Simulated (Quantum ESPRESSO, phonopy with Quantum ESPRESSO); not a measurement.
# K (Im-3m): a volume series of phonon spectra, part 5 of 6

Aim: how the vibrations of K shift with volume, and the expansion that follows.

Experimental results on record:
- heat capacity C_P per formula unit 29.4 J/mol/K near room temperature (given in “High-Throughput Prediction of Finite-Temperature Properties using the Quasi-Harmonic Approximation”, 2016, arXiv:1603.06924)

Quantum ESPRESSO 7.5; DFT PBEsol, scalar-relativistic, plane waves, PseudoDojo norm-conserving pseudopotentials.

So far, highest frequency (cm⁻¹): step 6 (lattice dynamics at this volume, V/V0 1) 79.2.

The database entry behind the starting cell lists a temperature near 5 K, so it need not match the best structure at ambient conditions.

## (8) A displaced supercell

One atom (for the harmonic constants) or a pair of atoms (for the cubic ones) is moved by a few hundredths of an ångström; the forces on all atoms give a column of force constants. The threshold is tight because the forces are small.

System of this step: K. It takes space group R3m (No. 160, trigonal). The conventional cell has a = 14.850 Å, b = 14.850 Å, c = 9.094 Å, α = 90.00°, β = 90.00°, γ = 120.00°. K has 8 K at 4.53 to 4.57 Å nearest. Nearest to K lie 8 K at 4.53 to 4.57 Å. K has 8 K at 4.54 to 4.55 Å nearest. Nearest to K lie 8 K at 4.55 Å.

disp-00001.in

```
&CONTROL
  calculation = 'scf'
  prefix      = 'x'
  outdir      = './tmp'
  pseudo_dir  = './pseudo'
  tprnfor     = .true.
  disk_io     = 'none'
/
&SYSTEM
  ibrav       = 0
  nat         = 8
  ntyp        = 1
  ecutwfc     = 74.0
  occupations = 'smearing'
  smearing    = 'mv'
  degauss     = 0.02
/
&ELECTRONS
  conv_thr         = 1.0d-11
  mixing_beta      = 0.7
  electron_maxstep = 100
/
ATOMIC_SPECIES
 K      39.0983  K.upf
CELL_PARAMETERS angstrom
    -5.250314086    5.250314086    5.250314086
     5.250314086   -5.250314086    5.250314086
     5.250314086    5.250314086   -5.250314086
ATOMIC_POSITIONS crystal
 K      0.002199298   0.000000000   0.000000000
 K      0.500000000   0.000000000   0.000000000
 K      0.000000000   0.500000000   0.000000000
 K      0.500000000   0.500000000   0.000000000
 K      0.000000000   0.000000000   0.500000000
 K      0.500000000   0.000000000   0.500000000
 K      0.000000000   0.500000000   0.500000000
 K      0.500000000   0.500000000   0.500000000
K_POINTS automatic
 4 4 4 0 0 0
```

Run with:

```console
$ OMP_NUM_THREADS=1 mpirun -n 8 pw.x -nk 8 -in disp-00001.in > disp-00001.out
```

What it wrote:

```text
[banner, memory and clock lines left out]
Program PWSCF v.7.5

     Message from routine setup:
     using ibrav=0 with symmetry is DISCOURAGED, use correct ibrav instead

     G-vector sticks info

     bravais-lattice index     =            0
     lattice parameter (alat)  =      17.1848  a.u.
     unit-cell volume          =    3906.7214 (a.u.)^3
     number of atoms/cell      =            8
     number of atomic types    =            1
[...]
atom    2 type  1   force =    -0.00013452    0.00013452    0.00013452
     atom    3 type  1   force =    -0.00004323    0.00004323   -0.00004780
[...]
atom    7 type  1   force =    -0.00001569   -0.00000271   -0.00000271
     atom    8 type  1   force =     0.00004780    0.00004323    0.00004323

     Total force =     0.000417     Total SCF correction =     0.000003
     Message from routine punch:
     Nothing written, as per user request (disk_io='none')
[key lines of the parts left out:]
!    total energy              =    -479.94764993 Ry
the Fermi energy is     1.8426 ev
convergence has been achieved in   9 iterations
```

The job ended after 1.9 min (8 MPI ranks of Arm Neoverse V1, shared host; 15 min of CPU time).

## (9) Phonons, V/V0 1.02

This step: DFT PBEsol, scalar-relativistic, plane waves, PseudoDojo norm-conserving pseudopotentials (phonopy with Quantum ESPRESSO 4.10.0 / 7.5).

Run time: 1.9 min. Hardware: 8 threads; 15 min of CPU time.

No mode is imaginary beyond numerical noise along the path.

The time given is that of the one pw.x run on a displaced cell behind this step.

## (10) Self-consistent run, V/V0 0.98

A tight ground state at this cell gives the energy of this member; its pressure is the stress at this cutoff, which can carry an offset from the finite basis.

This step: DFT PBEsol, scalar-relativistic, plane waves, PseudoDojo norm-conserving pseudopotentials (Quantum ESPRESSO 7.5).

System of this step: K. It takes space group Im-3m (No. 229, cubic). Conventional cell: a = 5.181 Å, b = 5.181 Å, c = 5.181 Å, α = 90.00°, β = 90.00°, γ = 90.00°. Nearest to K lie 8 K at 4.49 Å.

scf.in

```
&CONTROL
  calculation = 'scf'
  prefix      = 'x'
  outdir      = './tmp'
  pseudo_dir  = './pseudo'
  tprnfor     = .true.
  tstress     = .true.
/
&SYSTEM
  ibrav       = 0
  nat         = 1
  ntyp        = 1
  ecutwfc     = 74.0
  occupations = 'smearing'
  smearing    = 'mv'
  degauss     = 0.02
/
&ELECTRONS
  conv_thr         = 1.0d-12
  mixing_beta      = 0.7
  electron_maxstep = 100
/
ATOMIC_SPECIES
 K      39.0983  K.upf
CELL_PARAMETERS angstrom
    -2.590382657    2.590382657    2.590382657
     2.590382657   -2.590382657    2.590382657
     2.590382657    2.590382657   -2.590382657
ATOMIC_POSITIONS crystal
 K      0.000000000   0.000000000   0.000000000
K_POINTS automatic
 10 10 10 0 0 0
```

Run with:

```console
$ OMP_NUM_THREADS=1 mpirun -n 8 pw.x -nk 8 -in scf.in > scf.out
```

What it wrote:

```text
[banner, memory and clock lines left out]
Program PWSCF v.7.5

     Message from routine setup:
     using ibrav=0 with symmetry is DISCOURAGED, use correct ibrav instead

     G-vector sticks info

     bravais-lattice index     =            0
     lattice parameter (alat)  =       8.4786  a.u.
     unit-cell volume          =     469.1896 (a.u.)^3
     number of atoms/cell      =            1
     number of atomic types    =            1
[...]
Total force =     0.000000     Total SCF correction =     0.000000

     Computing stress (Cartesian axis) and pressure

          total   stress  (Ry/bohr**3)                   (kbar)     P=        0.78
   0.00000528  -0.00000000  -0.00000000            0.78       -0.00       -0.00
   0.00000000   0.00000528   0.00000000            0.00        0.78        0.00
  -0.00000000   0.00000000   0.00000528           -0.00        0.00        0.78

     XML data file, charge density, pseudopotentials, collected wavefunctions
[key lines of the parts left out:]
!    total energy              =     -59.99354707 Ry
the Fermi energy is     1.9963 ev
convergence has been achieved in   7 iterations
```

The job ended after 6.3 s (8 MPI ranks).

The run ends at a pressure of 0.08 GPa.

## (11) A displaced supercell

One atom (for the harmonic constants) or a pair of atoms (for the cubic ones) is moved by a few hundredths of an ångström; the forces on all atoms give a column of force constants. The threshold is tight because the forces are small.

System of this step: K. Symmetry: R3m, No. 160, trigonal system. The conventional cell has a = 14.653 Å, b = 14.653 Å, c = 8.973 Å, α = 90.00°, β = 90.00°, γ = 120.00°. Nearest to K lie 8 K at 4.47 to 4.51 Å. Nearest to K lie 8 K at 4.48 to 4.49 Å. Nearest to K lie 8 K at 4.49 Å.

disp-00001.in, as its differences from that of step 8:

```diff
@@ -25,7 +25,7 @@
 CELL_PARAMETERS angstrom
-    -5.250314086    5.250314086    5.250314086
-     5.250314086   -5.250314086    5.250314086
-     5.250314086    5.250314086   -5.250314086
+    -5.180765313    5.180765313    5.180765313
+     5.180765313   -5.180765313    5.180765313
+     5.180765313    5.180765313   -5.180765313
 ATOMIC_POSITIONS crystal
- K      0.002199298   0.000000000   0.000000000
+ K      0.002228822   0.000000000   0.000000000
  K      0.500000000   0.000000000   0.000000000
```

Run with:

```console
$ OMP_NUM_THREADS=1 mpirun -n 8 pw.x -nk 8 -in disp-00001.in > disp-00001.out
```

What it wrote:

```text
[banner, memory and clock lines left out]
Program PWSCF v.7.5

     Message from routine setup:
     using ibrav=0 with symmetry is DISCOURAGED, use correct ibrav instead

     G-vector sticks info

     bravais-lattice index     =            0
     lattice parameter (alat)  =      16.9572  a.u.
     unit-cell volume          =    3753.5167 (a.u.)^3
     number of atoms/cell      =            8
     number of atomic types    =            1
[...]
atom    2 type  1   force =    -0.00015051    0.00015051    0.00015051
     atom    3 type  1   force =    -0.00004718    0.00004718   -0.00005575
[...]
atom    7 type  1   force =    -0.00002238   -0.00000411   -0.00000411
     atom    8 type  1   force =     0.00005575    0.00004718    0.00004718

     Total force =     0.000465     Total SCF correction =     0.000002
     Message from routine punch:
     Nothing written, as per user request (disk_io='none')
[key lines of the parts left out:]
!    total energy              =    -479.94757639 Ry
the Fermi energy is     2.0116 ev
convergence has been achieved in   9 iterations
```

The job ended after 1.9 min (8 MPI ranks; 15 min of CPU time).

## (12) Lattice dynamics at this volume, V/V0 0.98

This step: DFT PBEsol, scalar-relativistic, plane waves, PseudoDojo norm-conserving pseudopotentials (phonopy with Quantum ESPRESSO 4.10.0 / 7.5).

Run time: 1.9 min. Hardware: 8 threads.

No mode is imaginary beyond numerical noise along the path.

The time given is that of the one pw.x run on a displaced cell behind this step.

## (13) Ground state at this cell, V/V0 1.04

A tight ground state at this cell gives the energy of this member; its pressure is the stress at this cutoff, which can carry an offset from the finite basis.

This step: DFT PBEsol, scalar-relativistic, plane waves, PseudoDojo norm-conserving pseudopotentials (Quantum ESPRESSO 7.5).

System of this step: K. It takes space group Im-3m (No. 229, cubic). Conventional cell: a = 5.284 Å, b = 5.284 Å, c = 5.284 Å, α = 90.00°, β = 90.00°, γ = 90.00°. K has 8 K at 4.58 Å nearest.

scf.in, as its differences from that of step 10:

```diff
@@ -25,5 +25,5 @@
 CELL_PARAMETERS angstrom
-    -2.590382657    2.590382657    2.590382657
-     2.590382657   -2.590382657    2.590382657
-     2.590382657    2.590382657   -2.590382657
+    -2.642203995    2.642203995    2.642203995
+     2.642203995   -2.642203995    2.642203995
+     2.642203995    2.642203995   -2.642203995
 ATOMIC_POSITIONS crystal
```

Run with:

```console
$ OMP_NUM_THREADS=1 mpirun -n 8 pw.x -nk 8 -in scf.in > scf.out
```

What it wrote:

```text
[banner, memory and clock lines left out]
Program PWSCF v.7.5

     Message from routine setup:
     using ibrav=0 with symmetry is DISCOURAGED, use correct ibrav instead

     G-vector sticks info

     bravais-lattice index     =            0
     lattice parameter (alat)  =       8.6482  a.u.
     unit-cell volume          =     497.9155 (a.u.)^3
     number of atoms/cell      =            1
     number of atomic types    =            1
[...]
Total force =     0.000000     Total SCF correction =     0.000000

     Computing stress (Cartesian axis) and pressure

          total   stress  (Ry/bohr**3)                   (kbar)     P=       -1.36
  -0.00000923   0.00000000   0.00000000           -1.36        0.00        0.00
   0.00000000  -0.00000923  -0.00000000            0.00       -1.36       -0.00
   0.00000000   0.00000000  -0.00000923            0.00        0.00       -1.36

     XML data file, charge density, pseudopotentials, collected wavefunctions
[key lines of the parts left out:]
!    total energy              =     -59.99348510 Ry
the Fermi energy is     1.7494 ev
convergence has been achieved in   7 iterations
```

The job ended after 6.3 s (8 MPI ranks).

The run ends at a pressure of -0.14 GPa.

## (14) A displaced supercell

One atom (for the harmonic constants) or a pair of atoms (for the cubic ones) is moved by a few hundredths of an ångström; the forces on all atoms give a column of force constants. The threshold is tight because the forces are small.

System of this step: K. The structure is trigonal, space group R3m (No. 160). Conventional cell: a = 14.947 Å, b = 14.947 Å, c = 9.153 Å, α = 90.00°, β = 90.00°, γ = 120.00°. Nearest to K lie 8 K at 4.56 to 4.60 Å. K has 8 K at 4.56 to 4.60 Å nearest. Nearest to K lie 8 K at 4.57 to 4.58 Å. Nearest to K lie 8 K at 4.58 Å.

disp-00001.in, as its differences from that of step 11:

```diff
@@ -25,7 +25,7 @@
 CELL_PARAMETERS angstrom
-    -5.180765313    5.180765313    5.180765313
-     5.180765313   -5.180765313    5.180765313
-     5.180765313    5.180765313   -5.180765313
+    -5.284407990    5.284407990    5.284407990
+     5.284407990   -5.284407990    5.284407990
+     5.284407990    5.284407990   -5.284407990
 ATOMIC_POSITIONS crystal
- K      0.002228822   0.000000000   0.000000000
+ K      0.002185109   0.000000000   0.000000000
  K      0.500000000   0.000000000   0.000000000
```

Run with:

```console
$ OMP_NUM_THREADS=1 mpirun -n 8 pw.x -nk 8 -in disp-00001.in > disp-00001.out
```

What it wrote:

```text
[banner, memory and clock lines left out]
Program PWSCF v.7.5

     Message from routine setup:
     using ibrav=0 with symmetry is DISCOURAGED, use correct ibrav instead

     G-vector sticks info

     bravais-lattice index     =            0
     lattice parameter (alat)  =      17.2964  a.u.
     unit-cell volume          =    3983.3238 (a.u.)^3
     number of atoms/cell      =            8
     number of atomic types    =            1
[...]
atom    2 type  1   force =    -0.00012706    0.00012706    0.00012706
     atom    3 type  1   force =    -0.00004138    0.00004138   -0.00004400
[...]
atom    7 type  1   force =    -0.00001261   -0.00000211   -0.00000211
     atom    8 type  1   force =     0.00004400    0.00004138    0.00004138

     Total force =     0.000395     Total SCF correction =     0.000003
     Message from routine punch:
     Nothing written, as per user request (disk_io='none')
[key lines of the parts left out:]
!    total energy              =    -479.94713892 Ry
the Fermi energy is     1.7632 ev
convergence has been achieved in   9 iterations
```

Run time: 2 min. Hardware: 8 MPI ranks.

## (15) Lattice dynamics at this volume, V/V0 1.04

This step: DFT PBEsol, scalar-relativistic, plane waves, PseudoDojo norm-conserving pseudopotentials (phonopy with Quantum ESPRESSO 4.10.0 / 7.5).

Elapsed: 2 min, on 8 threads; 16 min of CPU time.

No mode is imaginary beyond numerical noise along the path.

The time given is that of the one pw.x run on a displaced cell behind this step.

## (16) Self-consistent run, V/V0 1.06

A tight ground state at this cell gives the energy of this member; its pressure is the stress at this cutoff, which can carry an offset from the finite basis.

This step: DFT PBEsol, scalar-relativistic, plane waves, PseudoDojo norm-conserving pseudopotentials (Quantum ESPRESSO 7.5).

System of this step: K. The structure is cubic, space group Im-3m (No. 229). Conventional cell: a = 5.318 Å, b = 5.318 Å, c = 5.318 Å, α = 90.00°, β = 90.00°, γ = 90.00°. Nearest to K lie 8 K at 4.61 Å.

scf.in, as its differences from that of step 13:

```diff
@@ -25,5 +25,5 @@
 CELL_PARAMETERS angstrom
-    -2.642203995    2.642203995    2.642203995
-     2.642203995   -2.642203995    2.642203995
-     2.642203995    2.642203995   -2.642203995
+    -2.659033774    2.659033774    2.659033774
+     2.659033774   -2.659033774    2.659033774
+     2.659033774    2.659033774   -2.659033774
 ATOMIC_POSITIONS crystal
```

Run with:

```console
$ OMP_NUM_THREADS=1 mpirun -n 8 pw.x -nk 8 -in scf.in > scf.out
```

What it wrote:

```text
[banner, memory and clock lines left out]
Program PWSCF v.7.5

     Message from routine setup:
     using ibrav=0 with symmetry is DISCOURAGED, use correct ibrav instead

     G-vector sticks info

     bravais-lattice index     =            0
     lattice parameter (alat)  =       8.7033  a.u.
     unit-cell volume          =     507.4908 (a.u.)^3
     number of atoms/cell      =            1
     number of atomic types    =            1
[...]
Total force =     0.000000     Total SCF correction =     0.000000

     Computing stress (Cartesian axis) and pressure

          total   stress  (Ry/bohr**3)                   (kbar)     P=       -1.95
  -0.00001322  -0.00000000  -0.00000000           -1.95       -0.00       -0.00
  -0.00000000  -0.00001322  -0.00000000           -0.00       -1.95       -0.00
  -0.00000000  -0.00000000  -0.00001322           -0.00       -0.00       -1.95

     XML data file, charge density, pseudopotentials, collected wavefunctions
[key lines of the parts left out:]
!    total energy              =     -59.99337881 Ry
the Fermi energy is     1.6737 ev
convergence has been achieved in   7 iterations
```

Elapsed: 6.3 s, on 8 MPI ranks; 50 s of CPU time.

The run ends at a pressure of -0.19 GPa.

## (17) A displaced supercell

One atom (for the harmonic constants) or a pair of atoms (for the cubic ones) is moved by a few hundredths of an ångström; the forces on all atoms give a column of force constants. The threshold is tight because the forces are small.

System of this step: K. Symmetry: R3m, No. 160, trigonal system. The conventional cell has a = 15.042 Å, b = 15.042 Å, c = 9.211 Å, α = 90.00°, β = 90.00°, γ = 120.00°. Nearest to K lie 8 K at 4.59 to 4.63 Å. K has 8 K at 4.59 to 4.63 Å nearest. Nearest to K lie 8 K at 4.60 to 4.61 Å. Nearest to K lie 8 K at 4.61 Å.

disp-00001.in, as its differences from that of step 14:

```diff
@@ -25,7 +25,7 @@
 CELL_PARAMETERS angstrom
-    -5.284407990    5.284407990    5.284407990
-     5.284407990   -5.284407990    5.284407990
-     5.284407990    5.284407990   -5.284407990
+    -5.318067547    5.318067547    5.318067547
+     5.318067547   -5.318067547    5.318067547
+     5.318067547    5.318067547   -5.318067547
 ATOMIC_POSITIONS crystal
- K      0.002185109   0.000000000   0.000000000
+ K      0.002171278   0.000000000   0.000000000
  K      0.500000000   0.000000000   0.000000000
```

Run with:

```console
$ OMP_NUM_THREADS=1 mpirun -n 8 pw.x -nk 8 -in disp-00001.in > disp-00001.out
```

What it wrote:

```text
[banner, memory and clock lines left out]
Program PWSCF v.7.5

     Message from routine setup:
     using ibrav=0 with symmetry is DISCOURAGED, use correct ibrav instead

     G-vector sticks info

     bravais-lattice index     =            0
     lattice parameter (alat)  =      17.4066  a.u.
     unit-cell volume          =    4059.9262 (a.u.)^3
     number of atoms/cell      =            8
     number of atomic types    =            1
[...]
atom    2 type  1   force =    -0.00012005    0.00012005    0.00012005
     atom    3 type  1   force =    -0.00003960    0.00003960   -0.00004056
[...]
atom    7 type  1   force =    -0.00000982   -0.00000151   -0.00000151
     atom    8 type  1   force =     0.00004056    0.00003960    0.00003960

     Total force =     0.000374     Total SCF correction =     0.000002
     Message from routine punch:
     Nothing written, as per user request (disk_io='none')
[key lines of the parts left out:]
!    total energy              =    -479.94630561 Ry
the Fermi energy is     1.6870 ev
convergence has been achieved in   9 iterations
```

Elapsed: 2 min, on 8 MPI ranks.

## (18) Lattice dynamics at this volume, V/V0 1.06

This step: DFT PBEsol, scalar-relativistic, plane waves, PseudoDojo norm-conserving pseudopotentials (phonopy with Quantum ESPRESSO 4.10.0 / 7.5).

Elapsed: 2 min, on 8 threads.

Phonopy, no LO-TO term. The phonon branches at the labelled points (cm⁻¹):

```
    point  branch 1  branch 2  branch 3
        Γ         0         0         0
  halfway        49        49        53
        H        70        70        70
  halfway        51        60        71
        N        15        49        72
  halfway        11        34        51
        Γ         0         0         0
  halfway        28        28        59
        P        52        52        52
  halfway        41        66        66
        H        70        70        70
jump to P        52        52        52
  halfway        30        50        67
        N        15        49        72
```

The phonon branches as a text plot (rows in cm⁻¹):

```
     71 |           ***********                          **    **
     68 |          *  **       *                      ****    *
     65 |        **    **                   ***     **       *
     62 |       *        *                              *   *
     59 |       *       *       *          *   *  **
     56 |                 *                      *         *
     53 |     **           *                    *     **   **
     50 |     **         *  **   *       **                  ****
     47 |                     *                *           *
     44 |    *                 *
     41 |                 *     * *          **  *   *      *
     38 |    *                                               *
     35 |                        *      *   *     ***
     32 |                  *
     29 |  **                      *       *
     26 |  **                     *                           *
     23 |                                **
     20 |                   *      *   *                       *
     17 | *                  *                                  *
     14 | *                   ***   **  *
     11 |                        *  **
      8 |                         *    *
      5 |                          *
      2 |*                          ***
         Γ           H       N        Γ         P        H|P    N
```

No mode is imaginary beyond numerical noise along the path.

The time given is that of the one pw.x run on a displaced cell behind this step.

[end of part 5 of 6]

[Logs are printed without paths, hosts, clocks, repeated set-up lines and the standing remarks that a program may print on its own settings, such as how far it seeks lower states.]

[Hosts, paths, dates, database ids (printed as entryN), source tags and the programs' standing remarks are cut or masked in the printed files.]

[A step with changed settings may run another functional than the one named; its input shows which.]

[Of the runs on displaced cells, only some may be shown.]
